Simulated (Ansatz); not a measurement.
# From r2SCAN to G0W0: BaTiO3 (R3m)

How far does one-shot GW move the r2SCAN gap of BaTiO3 (R3m)?

Program: Ansatz 0.2.0. Level of theory: r2SCAN, then G0W0 on it, plane waves, PAW. Results are calculated unless marked as measured.

Most raw output is cut from this account.

In doubt: masses and optical values from hybrid runs of this build are listed as unsure (in some of the runs), which bears on the screening that GW takes from such a start.

## Step 1: Set-up

Symmetry: R3m, No. 160, trigonal system. Conventional cell: a = 5.655 Å, b = 5.655 Å, c = 6.955 Å, α = 90.00°, β = 90.00°, γ = 120.00°. Nearest to Ba lie 12 O at 2.79 to 2.89 Å. Nearest to Ti lie 6 O at 1.87 to 2.14 Å. Nearest to O lie 2 Ti at 1.87 to 2.14 Å and 4 Ba at 2.79 to 2.89 Å. Farther neighbours and most contacts between anions are not listed.

The cell and positions come from the Crystallography Open Database and are kept as given unless a step says otherwise. Spin-orbit coupling is left out unless a step names it. The default PAW set here is soft_2. Its files were made with PBE.

## Step 2: The r2SCAN band structure

Levels along a band path and on the mesh show where this functional puts the band edges.

This step: DFT, r2SCAN, plane waves, PAW.

File input.yaml:

```yaml
crystal:
  lattice:
    - [2.8273666084, 1.6323808724, 2.3183934932]
    - [-2.8273666084, 1.6323808724, 2.3183934932]
    - [0.0, -3.2647617449, 2.3183934932]
  atoms:
    - { symbol: Ba, position: [0.0, 0.0, 0.0] }
    - { symbol: Ti, position: [0.4845, 0.4845, 0.4845] }
    - { symbol: O, position: [0.5086, 0.5086, 0.0175] }
    - { symbol: O, position: [0.0175, 0.5086, 0.5086] }
    - { symbol: O, position: [0.5086, 0.0175, 0.5086] }
kpoints:
  mp_grid: { grid: [6, 6, 6] }
  band_path:
    path:
      - [[0.0, 0.0, 0.0], [0.5, 0.5, 0.5], [0.50282879, 0.49717121, 0.5]]
      - [[0.5, -0.49717121, 0.49717121], [0.5, 0.0, 0.0], [0.0, 0.0, 0.0], [0.49858561, -0.49858561, 0.0]]
      - [[0.50141439, 0.0, 0.49858561], [0.5, 0.0, 0.5], [0.0, 0.0, 0.0]]
    npoints: 10
hamiltonian:
  xc: r2scan
scf:
  occupations: { method: fermi_dirac, width: 0.02 }
  n_extra_bands: 5
output:
  eigenvalues: true
  forces: true
  stress: true
  write_density: true
  write_potential: true
  elf: true
  volumetric_format: npy
```

The run is started by

```console
ansatz run input.yaml --threads 3 --pin off --max-ram 92160MiB --backend cuda --events-out ev --progress --plain --runs-dir out --devices 1 --max-vram 13GiB  # rebuilt from the run's record
```

It took 9.2 s on 1 × NVIDIA H100 80GB HBM3 (shared by 6 runs) with 3 threads of AMD EPYC 7R13 (Zen 3), shared host; peak memory 1 GiB.

Numbers from this step:

```yaml
pressure: 1.908 GPa
filled_bands: 20
gap: 2.799 eV
valence_top_at: T
conduction_bottom_at: Γ
least_direct_gap: 3.138 eV
```

Over mesh and path the gap is 2.799 eV, from k = (0.500, 0.500, 0.500) to k = Γ. The least direct gap found is 3.138 eV, at k = (0.050, -0.050, 0.000).

The electronic bands at the labelled points (eV, zero at the top of the highest nominally filled band):

```tsv
point	band 17	band 18	band 19	band 20	band 21	band 22	band 23	band 24
Γ	-1.11	-0.48	-0.37	-0.37	2.80	2.80	2.94	4.87
halfway	-2.31	-0.73	-0.73	-0.59	3.92	3.94	3.94	6.68
T	-2.30	-0.01	-0.01	0.00	4.73	4.89	4.89	7.35
halfway	-2.30	-0.01	-0.01	0.00	4.73	4.89	4.89	7.35
H2	-2.30	-0.01	-0.01	0.00	4.73	4.89	4.89	7.35
jump to H0	-2.30	-0.01	-0.01	0.00	4.73	4.89	4.89	7.35
halfway	-2.09	-0.82	-0.56	-0.50	3.92	4.36	4.49	6.63
L	-1.65	-1.59	-0.94	-0.83	2.94	4.18	4.28	4.84
halfway	-1.42	-1.20	-0.63	-0.61	2.88	3.47	3.56	4.87
Γ	-1.11	-0.48	-0.37	-0.37	2.80	2.80	2.94	4.87
halfway	-1.60	-1.07	-0.86	-0.46	3.39	3.61	3.83	5.36
S0	-1.64	-0.87	-0.83	-0.05	4.26	4.26	4.63	5.49
jump to S2	-1.64	-0.87	-0.83	-0.05	4.26	4.26	4.63	5.49
halfway	-1.64	-0.87	-0.83	-0.05	4.26	4.26	4.63	5.49
F	-1.64	-0.87	-0.83	-0.05	4.26	4.26	4.63	5.49
halfway	-1.63	-0.99	-0.89	-0.49	3.47	3.60	3.83	5.37
Γ	-1.11	-0.48	-0.37	-0.37	2.80	2.80	2.94	4.87
```

Valence density in the ac plane of the conventional cell at fractional y = 0.000, with atoms of Ba and Ti and O within 0.2 Å of it. It is the smooth field of the valence electrons, not physical close to the nuclei.

Ten steps, logarithmic in the rise over the least value, from '0' (0.0 e/Å³) to '9' (9.6 e/Å³), each cell a mean:
```
4553125786422454
5542113554211355
4421011222101234
2111111111111112
0112321101222210
0123432111234311
2223332111233321
6422221000122235
9742110000011268
9852110000012379
9843321000123369
6534431001234346
2234432101244322
1123321001233211
1111111111111111
3211001221100123
5531013454211245
5553125786412455
3553236897422454
```
Columns run along a (5.7 Å), rows up along c (7.0 Å), edges of the conventional cell, whose origin can differ from the input's. Atoms in or near the plane, at fractional coordinates: Ba at (0.00, 0.00), Ti at (0.00, 0.48), O at (0.50, 0.01).

ELF in the ac plane of the conventional cell at fractional y = 0.000, with atoms of Ba and Ti and O within 0.2 Å of it. It is the smooth field of the valence electrons, not physical close to the nuclei.

Ten even steps from '0' (0.01) to '9' (0.84), each cell a mean:
```
1696159889723983
8994026898411799
9841002443100268
3211210000122112
0026752001366410
0158862001588620
0147862001478620
4314541000255224
5621110000011156
1631110000011163
5633541000255246
5337862001478524
0158862001488720
0147751000367620
0013310000123200
6420002343100136
9972026887411599
5895159889722896
0496159658823981
```
Columns run along a (5.7 Å), rows up along c (7.0 Å), edges of the conventional cell, whose origin can differ from the input's. Atoms in or near the plane, at fractional coordinates: Ba at (0.00, 0.00), Ti at (0.00, 0.48), O at (0.50, 0.01).

## Step 3: One-shot GW

G0W0 replaces the xc potential by a self-energy built once from the orbitals of the start. Levels are corrected in the window of bands that the input names, at points of the mesh.

This step: G0W0 on r2SCAN, plane waves, PAW.

input.yaml, the sections that differ from step 2:

```yaml
kpoints:
  mp_grid: { grid: [4, 4, 4] }
scf:
  occupations: { method: fixed }
gw:
  n_empty_bands: 508
  ecut_chi: 230.0
  qp_bands: [v2, c2]
  qp_kpoints: band_edges
  screening: { model: contour_deformation }
# crystal, hamiltonian: as in step 2
# output: removed
```

Run time: 45 s. Hardware: 1 × NVIDIA H100 80GB HBM3 (shared by 6 runs) with 3 threads; peak memory 1.9 GiB; 90 s of CPU time.

Numbers from this step:

```
bands summed                                    : 528
RPA ε∞ on this mesh (eigenvalues)               : 4.731, 5.123, 5.123
plane waves in the screening matrix             : 485
q-points in the mesh                            : 64
G0W0 gap over the corrected points              : 4.087 eV
k of the valence top                            : -0.5, -0.5, -0.5
k of the conduction bottom                      : 0, 0, 0
starting gap on the mesh                        : 2.797 eV
Z at the valence top                            : 0.7326
Z at the conduction bottom                      : 0.7472
least direct G0W0 gap over the corrected points : 4.470 eV
```

Over 11 of 13 irreducible mesh points the G0W0 gap is 4.087 eV, from k = (-0.500, -0.500, -0.500) to k = Γ. The r2SCAN gap of this run on the mesh is 2.797 eV. The two states that bound the G0W0 gap lie that far apart at the start, so the correction of the gap is 4.087 − 2.797 = +1.290 eV. The start of this run differs from the step before in mesh (6×6×6 and 4×4×4).

Labels follow the order of the start: v1 is the top filled band, c1 the lowest empty one; levels that stay degenerate share a row, the window can cut a multiplet, doubted levels are not marked in this list, bands outside the window were not corrected, and the list may be a part of the corrected levels. Levels before and after the correction, in eV, zero at the valence-band top of each column:

```tsv
	conduction bottom	valence top
Kohn-Sham	2.80	0.00
G0W0	4.09	0.00
```

```tsv
	level	occupation	energy (eV)
Kohn-Sham	Γ v2-v1	2	-0.368
Kohn-Sham	Γ c1-c2	0	2.797
Kohn-Sham	(-0.5 -0.5 -0.5) v2	2	-0.014
Kohn-Sham	(-0.5 -0.5 -0.5) v1	2	0.000
Kohn-Sham	(-0.5 -0.5 -0.5) c1	0	4.733
Kohn-Sham	(-0.5 -0.5 -0.5) c2	0	4.889
G0W0	Γ v2-v1	2	-0.382
G0W0	Γ c1-c2	0	4.087
G0W0	(-0.5 -0.5 -0.5) v2	2	-0.014
G0W0	(-0.5 -0.5 -0.5) v1	2	0.000
G0W0	(-0.5 -0.5 -0.5) c1	0	6.112
G0W0	(-0.5 -0.5 -0.5) c2	0	6.274
```

The parts of the quasiparticle energy for the two states that bound the G0W0 gap, in eV on the run's own scale (QP = start + Σx + Σc − Vxc, with Σc at the quasiparticle energy):

```tsv
edge	k	band	start	Σx	Σc	Vxc	Z	QP
valence top	(-0.500, -0.500, -0.500)	20	9.917	−25.920	4.323	−21.239	0.733	9.559
conduction bottom	Γ	21	12.715	−12.931	−6.298	−20.162	0.747	13.647
```

## Step 4: Spin-orbit coupling

This run has two-component orbitals with spin-orbit coupling.

This step: DFT, r2SCAN with spin-orbit coupling, plane waves, PAW.

input.yaml, the sections that differ from step 3:

```yaml
kpoints:
  mp_grid: { grid: [6, 6, 6] }
  band_path:
    path:
      - [0.0, 0.0, 0.0]
      - [0.5, 0.5, 0.5]
      - [0.50282879, 0.49717121, 0.5]
      - [0.5, -0.49717121, 0.49717121]
      - [0.5, 0.0, 0.0]
      - [0.49858561, -0.49858561, 0.0]
      - [0.50141439, 0.0, 0.49858561]
      - [0.049858561, -0.049858561, 0.0]
    npoints: 1
scf:
  occupations: { method: fixed }
  n_extra_bands: 10
magnetization:
  noncollinear: true
  spin_orbit: true
output:
  eigenvalues: true
  forces: true
  stress: true
  write_density: true
  write_potential: true
  elf: true
  volumetric_format: npy
# crystal, hamiltonian: as in step 3
# gw: removed
```

Elapsed: 7.4 s, on 1 × NVIDIA H100 80GB HBM3 (shared by 6 runs) with 3 threads; peak memory 1.2 GiB.

Numbers from this step:

```
pressure             : 1.909 GPa
gap                  : 2.788 eV
valence top at       : H_2
conduction bottom at : Γ
least direct gap     : 3.086 eV
```

Over mesh and listed points the gap is 2.788 eV, from k = (0.503, 0.497, 0.500) to k = Γ. The least direct gap found is 3.086 eV, at k = (0.050, -0.050, 0.000). r2SCAN+SOC against r2SCAN: 2.788 − 2.799 = −0.011 eV. Mesh, set of files and cutoff are the same, but the valence top lies at another k point, so this need not be the shift of one pair of states. The spin-orbit run sees mesh and listed points alone, so its gap is an upper bound: the coupling can move an edge off these points, the more so as this crystal has no centre of inversion, and the change over the zone, its sign included where it is small, is not known.

## Step 5: Side by side

Each gap is the least one over the points named; times are wall times on shared hosts, not benchmarks. A G0W0 time includes the run's own self-consistent start. Runs with listed points see these and the mesh alone, so an edge that moves elsewhere is missed. Rows marked * are further runs, not shown as steps, whose inputs differ from the G0W0 step on the same start in the columns given; solver thresholds can differ too. Symmetry makes (0.500, 0.500, 0.500) and (-0.500, -0.500, -0.500) one point.

```tsv
level	mesh	files, cutoff	bands summed, screening	points	gap (eV)	valence top	conduction bottom	least direct gap (eV)	time
r2SCAN	6×6×6	soft_2 PAW, 500 eV	-	mesh and path	2.799	(0.500, 0.500, 0.500)	Γ	3.138	9.2 s
r2SCAN+SOC	6×6×6	soft_2 PAW, 500 eV	-	mesh and listed points	2.788	(0.503, 0.497, 0.500)	Γ	3.086	7.4 s
G0W0@r2SCAN*	4×4×4	soft_2 PAW, 500 eV	103, 69 eV	11 of 13 irreducible mesh points	4.112	(-0.500, -0.500, -0.500)	Γ	4.455	14 s
G0W0@r2SCAN*	4×4×4	soft_2 PAW, 500 eV	256, 138 eV	11 of 13 irreducible mesh points	4.031	(-0.500, -0.500, -0.500)	Γ	4.405	14 s
G0W0@r2SCAN	4×4×4	soft_2 PAW, 500 eV	528, 230 eV	11 of 13 irreducible mesh points	4.087	(-0.500, -0.500, -0.500)	Γ	4.470	45 s
G0W0@r2SCAN*	4×4×4	soft_2 PAW, 500 eV	528, 230 eV, plasmon pole	11 of 13 irreducible mesh points	4.030	(-0.500, -0.500, -0.500)	Γ	4.425	61 s
```

## Step 6: Results

| Quantity | Value |
| --- | --- |
| r2SCAN gap over mesh and path | 2.799 eV, from k = (0.500, 0.500, 0.500) to k = Γ |
| G0W0@r2SCAN gap over 11 of 13 irreducible mesh points | 4.087 eV, from k = (-0.500, -0.500, -0.500) to k = Γ |
| r2SCAN+SOC gap over mesh and listed points | 2.788 eV |
| GW settings | 4×4×4 mesh, 508 empty bands, screening to 230 eV |
| known limits | finite bands, screening cutoff and k mesh; no spin-orbit coupling in G0W0 |

**Reading.** Over 11 of 13 irreducible mesh points the G0W0 gap is 4.087 eV, from k = (-0.500, -0.500, -0.500) to k = Γ. The r2SCAN gap of this run on the mesh is 2.797 eV. The two states that bound the G0W0 gap lie that far apart at the start, so the correction of the gap is 4.087 − 2.797 = +1.290 eV. The valence state moves by 9.559 − 9.917 = −0.358 eV and the conduction state by 13.647 − 12.715 = +0.932 eV, on the run's own scale; with 103 bands the edge states move by +0.203 and +1.517 eV, so the split between the edges depends on the bands and cutoff. Both edges that r2SCAN shows over mesh and path lie at k points where levels were corrected. Levels at other points were not corrected, so a lower G0W0 gap elsewhere in the zone is not ruled out. From 103 bands and 69 eV to 528 bands and 230 eV the gap moves by 4.087 − 4.112 = −0.025 eV (rung by rung 4.112, 4.031, 4.087 eV); bands and screening cutoff rise together, so their parts are not told apart. The gap turns back along the series (4.112, 4.031, 4.087 eV), so no line is drawn and the limit is not known. With the plasmon pole model in place of the contour deformation model and all else as in the G0W0@r2SCAN row with 528 bands, the gap differs by 4.030 − 4.087 = −0.057 eV. G0W0 on other starts in this series, not shown as steps and not all at these settings: 4.406 eV on HSE06 (4×4×4, soft_2 PAW, 528 bands, 230 eV) and 4.145 eV on LDA (4×4×4, soft_2 PAW, 528 bands, 230 eV). r2SCAN+SOC against r2SCAN: 2.788 − 2.799 = −0.011 eV. Mesh, set of files and cutoff are the same, but the valence top lies at another k point, so this need not be the shift of one pair of states. The spin-orbit run sees mesh and listed points alone, so its gap is an upper bound: the coupling can move an edge off these points, the more so as this crystal has no centre of inversion, and the change over the zone, its sign included where it is small, is not known. What spin-orbit coupling does to the G0W0 levels was not computed, so no sum with the G0W0 gap is formed. The G0W0 runs are scalar-relativistic. No pair of G0W0 runs that differ in the mesh alone is shown (4×4×4 is a supercell whose nearest images lie 16 Å apart), so the error from the mesh is not known here. G0W0@r2SCAN runs of this series with other atomic data on the same mesh, not shown as steps, give 4.103 eV (hard PAW, 1050 eV, 773 bands, screening to 299 eV); where bands and cutoffs differ too, the part of the files is not isolated.

[Paths, hosts, dates, memory and timing lines, banners, echoed tables and standing remarks are left out of the program output.]

[Logs are printed without paths, hosts, clocks, repeated set-up lines and the standing remarks that a program may print on its own settings, such as how far it seeks lower states.]

[Runs of the session that timed out or met a known fault of the program may be left out.]

[Cells called generated may have been cut or substituted from an entry of the Crystallography Open Database or the Materials Project.]

[Hosts, paths, dates, database ids (printed as entryN), source tags and the programs' standing remarks are cut or masked in the printed files.]

[Where an RPA ε∞ is given, it is that of the G0W0 mesh and is not shown converged in it. Names of k-points follow the symmetry that the program found, which can be lower than the space group named. Band edges on a path are those of the sampled points; other points can move an edge, and change direct to indirect where valleys lie close.]

[Hybrid gaps are those of their k-mesh and are not shown converged in it.]
